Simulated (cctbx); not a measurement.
# Reading a Patterson map

Space group P-6m2 (no. 187), a = 5.2840 Å, b = 5.2840 Å, c = 8.3480 Å, α = 90.00°, β = 90.00°, γ = 120.00°, content Bi1 Cu14 Li1.

Simulated single-crystal data (cctbx): synchrotron X-rays, λ = 0.6889 Å, to d = 0.65 Å, 95 % of the full sphere, strongest reflection 5000 counts, noise from counting, a 4 % proportional error and a noise floor of 2 counts (s.d.); no absorption.

Patterson synthesis, origin scaled to 1000:

```text
Patterson group P 6/m m m
      u       v       w   height  length (A)
  0.000   0.000   0.000   1000.0     0.00
  0.000   0.500   0.000    669.8     2.64
  0.000   0.500   0.500    658.9     4.94
  0.000   0.000   0.500    500.0     4.17
  0.165   0.329   0.250    317.4     2.57
  0.333   0.667   0.249    314.9     3.69
  0.092   0.185   0.161    -10.9     1.59
  0.107   0.407   0.161    -12.2     2.35
  0.182   0.591   0.164    -13.2     3.09
  0.207   0.604   0.332    -13.8     3.95
  0.000   0.000   0.189    -14.0     1.57
  0.000   0.153   0.185    -14.1     1.74
  0.167   0.333   0.056    -14.3     1.60
  0.000   0.252   0.105    -14.5     1.59
```

**Question.** Which atom pairs make the peaks, and where is the heaviest atom?

A peak at u stands for all pairs with xi − xj = u, with weight Σ ZiZj against Σ Z² = 18672 at the origin. Peak heights follow these weights only roughly, since form factors, motion and series ripples differ, all vectors within 0.55 Å of a peak are counted as merged into it though the farther ones add only part of their weight, and F(000) is left out, which lowers the whole map:

| u | v | w | shortest length (Å) | height | 1000 ΣZiZj/ΣZ² | pairs in the cell |
| --- | --- | --- | --- | --- | --- | --- |
| 0.000 | 0.500 | 0.000 | 2.64 | 670 | 808 | 12 × Cu–Cu, 2 × Bi–Cu, 2 × Cu–Li |
| 0.000 | 0.500 | 0.500 | 4.94 | 659 | 808 | 12 × Cu–Cu, 2 × Bi–Cu, 2 × Cu–Li |
| 0.000 | 0.000 | 0.500 | 4.17 | 500 | 657 | 14 × Cu–Cu, 2 × Bi–Li |
| 0.165 | 0.329 | 0.250 | 2.57 | 317 | 404 | 6 × Cu–Cu, 1 × Bi–Cu, 1 × Cu–Li |
| 0.333 | 0.667 | 0.249 | 3.69 | 315 | 404 | 6 × Cu–Cu, 1 × Bi–Cu, 1 × Cu–Li |

The table stops at ten peaks or at a height of 45, below which ripples compete. In the model behind the data Bi, the heaviest element, has 1 independent site: (0, 0, 0), up to an allowed shift of origin. No listed peak is a Bi–Bi vector, so the position follows from the cell content and the cross vectors. The whole model:

| atom | mult. | x | y | z | Ueq (Å²) |
| --- | --- | --- | --- | --- | --- |
| Bi1 | 1 | 0 | 0 | 0 | 0.0102 |
| Cu1 | 2 | 2/3 | 1/3 | 0.7524 | 0.0185 |
| Cu2 | 6 | 0.6842 | 0.8421 | 0.7508 | 0.0177 |
| Cu3 | 3 | 0.5082 | 0.4918 | 1/2 | 0.0185 |
| Cu4 | 3 | 0.4979 | 0.5021 | 0 | 0.0165 |
| Li1 | 1 | 0 | 0 | 1/2 | 0.0242 |

The model is made up (kin elements in a known structure type, no relaxation), so it says nothing on whether the phase exists.

[Logs are printed without paths, hosts, clocks, repeated set-up lines and the standing remarks that a program may print on its own settings, such as how far it seeks lower states.]
